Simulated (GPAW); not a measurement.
**Fe2 W5 Fe2 001: which magnetic order is lowest**

Wanted: the moments of Fe2 W5 Fe2 001 and the energy of each order that was tried.

Program: GPAW 26.7.0. Level of theory: PBE; plane waves with GPAW's PAW setups, scalar-relativistic. Results are calculated unless marked as measured.

**1. The starting structure**

The cell holds 9 atoms: 4 Fe and 5 W. Cell: a = 3.165 Å, b = 3.165 Å, c = 23.445 Å, α = 90.0°, β = 90.0°, γ = 90.0°. ideal sites on the substrate's mesh, layer spacings from atomic volumes, unrelaxed, 12 A of vacuum. Vacuum lies along c.

**2. Run 1 (ferro ++++)**

The parallel start comes first: it fits the smallest cell, keeps the most symmetry and shows whether parallel moments form.

The input, order1.py:

```python
import json
import numpy as np
from ase import Atoms
from ase.parallel import paropen, parprint
from gpaw import GPAW

atoms = Atoms(['Fe', 'Fe', 'W', 'W', 'W', 'W', 'W', 'Fe', 'Fe'],
    cell=[[3.165, 0.0, 0.0],
         [0.0, 3.165, 0.0],
         [0.0, 0.0, 23.445285]],
    scaled_positions=[[0.0, 0.0, 0.255915],
         [0.5, 0.5, 0.306158],
         [0.0, 0.0, 0.365024],
         [0.5, 0.5, 0.432512],
         [0.0, 0.0, 0.5],
         [0.5, 0.5, 0.567488],
         [0.0, 0.0, 0.634976],
         [0.5, 0.5, 0.693842],
         [0.0, 0.0, 0.744085]],
    pbc=True,
    magmoms=[2.6, 2.6, 0.0, 0.0, 0.0, 0.0, 0.0, 2.6, 2.6])
atoms.calc = GPAW(mode={'name': 'pw', 'ecut': 450},
    xc='PBE',
    kpts={'size': (20, 20, 1), 'gamma': True},
    occupations={'name': 'fermi-dirac', 'width': 0.05},
    convergence={'density': 1e-05, 'energy': 1e-05},
    maxiter=200,
    mixer={'name': 'pulay', 'beta': 0.03, 'nmaxold': 8, 'weight': 100},
    symmetry={'tolerance': 1e-4},
    txt='order1.txt')
e = atoms.get_potential_energy(force_consistent=True)
res = {'free_energy': e, 'energy_sigma0': atoms.get_potential_energy(), 'fermi_energy': atoms.calc.get_fermi_level()}
res['moments'] = atoms.get_magnetic_moments().tolist()
res['total'] = atoms.get_magnetic_moment()
parprint('site moments (muB):', np.round(res['moments'], 3))
parprint(f"total moment: {res['total']:.3f} muB")
parprint(f'free energy: {e:.6f} eV')
atoms.calc.write('order1.gpw')
with paropen('results.json', 'w') as f:
    json.dump(res, f)
```

Launch:

```sh
$ OMP_NUM_THREADS=1 mpirun -n 4 gpaw python order1.py > order1.log
```

Numbers of over 12 decimals in the logs are rounded to 6 here.

The program printed:

```text
site moments (muB): [ 2.782  1.901 -0.214  0.033 -0.027  0.033 -0.214  1.901  2.782]
total moment: 9.049 muB
free energy: -90.033481 eV

--- order1.txt ---
Input parameters:
  mode=PW(ecut=450),
  convergence={'density': 1e-05, 'energy': 1e-05},
  kpts=MonkhorstPack(size=(20, 20, 1), gamma=True),
  maxiter=200,
  mixer=Pulay(name='pulay', nmaxold=8, beta=0.03, weight=100, sigma=0.015, g_ss=None),
  occupations=Occupations(name='fermi-dirac', width=0.05),
  symmetry=Symmetry(tolerance=0.0001),
  xc=XC(name='PBE')

Diagonalizing LCAO Hamiltonian
Converting LCAO to pw mode
   .-------.
  /|       |
 * |       |
 | |       |
 | |       |
 | |       |
 | |       |
 | |       |
 | |       |
 Fe|       |
 | |  Fe   |
 | |       |
 | |       |
 W |       |
 | |  W    |
 | |       |
 | |       |
 W |  W    |
 | |       |
 | |       |
 W |       |
 | |  Fe   |
 | |       |
 | |       |
 Fe|       |
 | |       |
 | |       |
 | |       |
 | |       |
 | .-------.
 |/       /
 *-------*

Atoms  # Å, Bohr magnetons
|   | symbol |        x |        y |         z |    initial magnetic moments |
|---|--------|----------|----------|-----------|-----------------------------|
| 0 |     Fe | 0.000000 | 0.000000 |  6.000000 | ( 0.0000,  0.0000,  2.6000) |
| 1 |     Fe | 1.582500 | 1.582500 |  7.177962 | ( 0.0000,  0.0000,  2.6000) |
| 2 |      W | 0.000000 | 0.000000 |  8.558092 | ( 0.0000,  0.0000,  0.0000) |
| 3 |      W | 1.582500 | 1.582500 | 10.140367 | ( 0.0000,  0.0000,  0.0000) |
| 4 |      W | 0.000000 | 0.000000 | 11.722642 | ( 0.0000,  0.0000,  0.0000) |
| 5 |      W | 1.582500 | 1.582500 | 13.304918 | ( 0.0000,  0.0000,  0.0000) |
| 6 |      W | 0.000000 | 0.000000 | 14.887193 | ( 0.0000,  0.0000,  0.0000) |
| 7 |     Fe | 1.582500 | 1.582500 | 16.267323 | ( 0.0000,  0.0000,  2.6000) |
| 8 |     Fe | 0.000000 | 0.000000 | 17.445285 | ( 0.0000,  0.0000,  2.6000) |

Unit cell  # Å
| periodic |        x |        y |         z |   lengths |    angles |
|----------|----------|----------|-----------|-----------|-----------|
|      yes | 3.165000 | 0.000000 |  0.000000 |  3.165000 | 90.000000 |
|      yes | 0.000000 | 3.165000 |  0.000000 |  3.165000 | 90.000000 |
|      yes | 0.000000 | 0.000000 | 23.445285 | 23.445285 | 90.000000 |

Number of symmetries: 16

BZ-sampling:
  Number of BZ points: 400
  Number of IBZ points: 66

  Monkhorst-Pack size: [20, 20, 1]
  Monkhorst-Pack shift: [0.025, 0.025, 0.0]

K-points  # in reciprocal-cell coordinates
|     |                                coordinates |     weight |
|-----|--------------------------------------------|------------|
|   0 | ( -0.00000000,  -0.00000000,   0.00000000) | 0.00250000 |
|   1 | (  0.05000000,  -0.00000000,   0.00000000) | 0.01000000 |
|   2 | (  0.05000000,   0.05000000,   0.00000000) | 0.01000000 |
|   3 | (  0.10000000,  -0.00000000,   0.00000000) | 0.01000000 |
|   4 | (  0.10000000,   0.05000000,   0.00000000) | 0.02000000 |
|   5 | (  0.10000000,   0.10000000,   0.00000000) | 0.01000000 |
|   6 | (  0.15000000,  -0.00000000,   0.00000000) | 0.01000000 |
|   7 | (  0.15000000,   0.05000000,   0.00000000) | 0.02000000 |
|   8 | (  0.15000000,   0.10000000,   0.00000000) | 0.02000000 |
|   9 | (  0.15000000,   0.15000000,   0.00000000) | 0.01000000 |
| ... |                                            |            |
|  65 | (  0.50000000,   0.50000000,   0.00000000) | 0.00250000 |

Plane wave coefficients: 5153
Cutoff: 450.000000 eV

Spin-components: 2 (collinear spins)
Bands:           72
Projectors:      54
Spin-degeneracy: 1
Datatype:        complex128

Parallelization:
  kpt:    4
  domain: 1
  band:   1

Density:
  Valence electrons: 102.0
  Components: 2
  Grid points: [ 16  16 120]
  Charge: 0.0  # |e|

Potential:
  Grid points: [ 16  16 120]

species:
  Fe:
    name:    Iron
    Z:       26.0
    valence: 8
    core:    18
    charge:  0.0  # [|e|]
    compensation charges:
      type: gauss
      rc: 0.33  # [Å]
      lmax: 2
    cutoffs:
      filter: 2.06  # [Å]
      core: 2.67  # [Å]
    projectors
    | kind |    occ | energy [eV] | rcut [Å] |
    |------|--------|-------------|----------|
    |   4s |  2.000 |      -5.291 |    1.164 |
    |   4p |  0.000 |      -1.326 |    1.058 |
    |   3d |  6.000 |      -7.505 |    1.058 |
    |    s |        |      21.920 |    1.164 |
    |    p |        |      25.885 |    1.058 |
    |    d |        |      19.706 |    1.058 |

    Using partial waves for Fe as LCAO basis

  W:
    name:    Tungsten
    Z:       74.0
    valence: 14
    core:    60
    charge:  0.0  # [|e|]
    compensation charges:
      type: gauss
      rc: 0.40  # [Å]
      lmax: 2
    cutoffs:
      filter: 2.36  # [Å]
      core: 3.02  # [Å]
    projectors
    | kind |    occ | energy [eV] | rcut [Å] |
    |------|--------|-------------|----------|
    |   5s |  2.000 |     -78.830 |    1.344 |
    |   6s |  2.000 |      -5.697 |    1.344 |
    |   5p |  6.000 |     -43.233 |    1.355 |
    |   6p |  0.000 |      -1.367 |    1.355 |
    |   5d |  4.000 |      -4.494 |    1.228 |
    |    d |        |      22.717 |    1.228 |

    Using partial waves for W as LCAO basis

Reference energy: -2332336.176675  # eV

eigensolver:
  PPCG
  Converge bands: occupied
  niter=2

density mixing:
  Pulay-Mixer
  Linear mixing parameters: 0.03
  Old densities: 8
  Fourier metric: weight=100, sigma=0.015

occupation numbers:
  Fermi-Dirac:
    width: 0.0500  # eV

poisson solver:
  ecut: 3600.000000  # eV

xc functional:
  name: PBE with 2 nearest neighbor stencil

convergence criteria:
- Maximum integral of absolute [dens]ity change: 1e-05 electrons / valence electron
- Maximum [total energy] change in last 3 cyles: 1e-05 eV / valence electron
- Maximum integral of absolute [eigenst]ate change: 4e-08 eV^2 / valence electron
maximum number of iterations: 200

SCF iterations
|iter     |      energy | eigst |  dens |  magmom |
|---------|-------------|-------|-------|---------|
|iter:   1|       0s |  -93.124864 | +0.21 |       | +10.4145|
|iter:   2|      17s |  -92.130674 | -1.32 | -0.96 | +10.3511|
|iter:   3|      34s |  -91.658139 | -2.16 | -1.04 | +10.3281|
|iter:   4|      51s |  -91.142081 | -2.34 | -1.07 | +10.2738|
|iter:   5|      68s |  -89.876592 | -0.95 | -1.11 |  +9.9546|
|iter:   6|      85s |  -89.906687 | -2.29 | -1.31 |  +9.9541|
|iter:   7|     102s |  -89.927765 | -2.27 | -1.30 |  +9.8743|
|iter:   8|     118s |  -89.839894 | -2.49 | -1.36 |  +9.8042|
|iter:   9|     135s |  -89.931891 | -1.88 | -1.43 |  +9.5905|
|iter:  10|     152s |  -89.871473 | -2.71 | -1.60 |  +9.6264|
[... 34 iterations left out ...]
|iter:  45|     692s |  -89.996120c| -8.13c| -4.48 |  +9.0493|
|iter:  46|     699s |  -89.996119c| -7.93c| -4.53 |  +9.0495|
|iter:  47|     707s |  -89.996119c| -8.14c| -4.66 |  +9.0493|
|iter:  48|     715s |  -89.996119c| -8.10c| -4.67 |  +9.0495|
|iter:  49|     723s |  -89.996119c| -8.46c| -4.76 |  +9.0494|
|iter:  50|     731s |  -89.996119c| -8.73c| -4.84 |  +9.0494|
|iter:  51|     738s |  -89.996119c| -8.74c| -4.88 |  +9.0493|
|iter:  52|     746s |  -89.996119c| -8.93c| -4.93 |  +9.0493|
|iter:  53|     754s |  -89.996119c| -8.66c| -4.98 |  +9.0492|
|iter:  54|     762s |  -89.996119c| -8.93c| -5.01c|  +9.0490|

Converged in 54 steps
Energy contributions relative to reference atoms: (reference = -2332336.176675)

Energy contributions:
  Kinetic:          56.886699
  Coulomb:         -61.637687
  Zero:              0.476337
  External:          0.000000
  Xc:              -85.684107
  Entropy:          -0.074723
  Spinorbit:         0.000000
  ----------------------------
  Free energy:     -90.033481
  Extrapolated:    -89.996119

dipole moment: (-50.806601, -50.806601, -0.000346)  # |e|*Ang

Total magnetic moment: (0.000000, 0.000000, 9.048971)

Local magnetic moments
|        x |        y |         z |
|----------|----------|-----------|
| 0.000000 | 0.000000 |  2.781982 |  # Fe   0
| 0.000000 | 0.000000 |  1.900632 |  # Fe   1
| 0.000000 | 0.000000 | -0.214373 |  # W    2
| 0.000000 | 0.000000 |  0.032838 |  # W    3
| 0.000000 | 0.000000 | -0.027137 |  # W    4
| 0.000000 | 0.000000 |  0.032838 |  # W    5
| 0.000000 | 0.000000 | -0.214373 |  # W    6
| 0.000000 | 0.000000 |  1.900632 |  # Fe   7
| 0.000000 | 0.000000 |  2.781982 |  # Fe   8

Fermi level: 5.224
Eigenvalues  # (at kpt = [-0.000, -0.000, 0.000])
| band index |      eig [eV] | occ [0-1] |      eig [eV] | occ [0-1] |
|------------|---------------|-----------|---------------|-----------|
|          0 |       -68.608 |     1.000 |       -68.694 |     1.000 |
|        ... |               |           |               |           |
|         44 |         3.447 |     1.000 |         4.772 |     1.000 |
|         45 |         3.455 |     1.000 |         4.988 |     0.991 |
|         46 |         3.455 |     1.000 |         5.018 |     0.984 |
|         47 |         3.962 |     1.000 |         5.018 |     0.984 |
|         48 |         4.134 |     1.000 |         5.289 |     0.215 |
|         49 |         4.175 |     1.000 |         5.292 |     0.204 |
|         50 |         4.175 |     1.000 |         5.557 |     0.001 |
|         51 |         4.198 |     1.000 |         5.557 |     0.001 |
|         52 |         4.485 |     1.000 |         5.607 |     0.000 |
|         53 |         4.485 |     1.000 |         6.044 |     0.000 |
|         54 |         4.694 |     1.000 |         6.221 |     0.000 |
|         55 |         5.375 |     0.047 |         6.221 |     0.000 |
|         56 |         5.375 |     0.047 |         6.263 |     0.000 |
|         57 |         5.401 |     0.028 |         6.667 |     0.000 |
|         58 |         5.735 |     0.000 |         6.713 |     0.000 |
|        ... |               |           |               |           |
|         71 |         9.321 |     0.000 |         9.549 |     0.000 |

No gap
No difference between direct/indirect transitions
```

Run time: 13 min. Hardware: 4 MPI ranks of Arm Neoverse V2, shared host; peak memory 1.8 GiB; 53 min of CPU time.

Spin moment in the augmentation sphere by atom:

```
atom  spin moment in the augmentation sphere (μB)
 Fe1                                         2.78
 Fe2                                         1.90
  W3                                        -0.21
  W4                                         0.03
  W5                                        -0.03
  W6                                         0.03
  W7                                        -0.21
 Fe8                                         1.90
 Fe9                                         2.78
```

Numbers from this step:

| Property | Result |
| --- | --- |
| magnetization | 9.049 μB |
| final state | ferromagnetic |

After 54 cycles the largest moment stands at 2.78 μB.

(Part 1 of 2 ends here.)

[Logs and program files are shortened in this print: banners, set-up blocks, solver, clock and traceback lines can be left out without a mark of their own.]

[Logs are printed without paths, hosts, clocks, repeated set-up lines and the standing remarks that a program may print on its own settings, such as how far it seeks lower states.]

[Hosts, paths, dates, database ids (printed as entryN), source tags and the programs' standing remarks are cut or masked in the printed files.]

[Where a cell is said to come from a database of computed structures, the database is the Materials Project.]
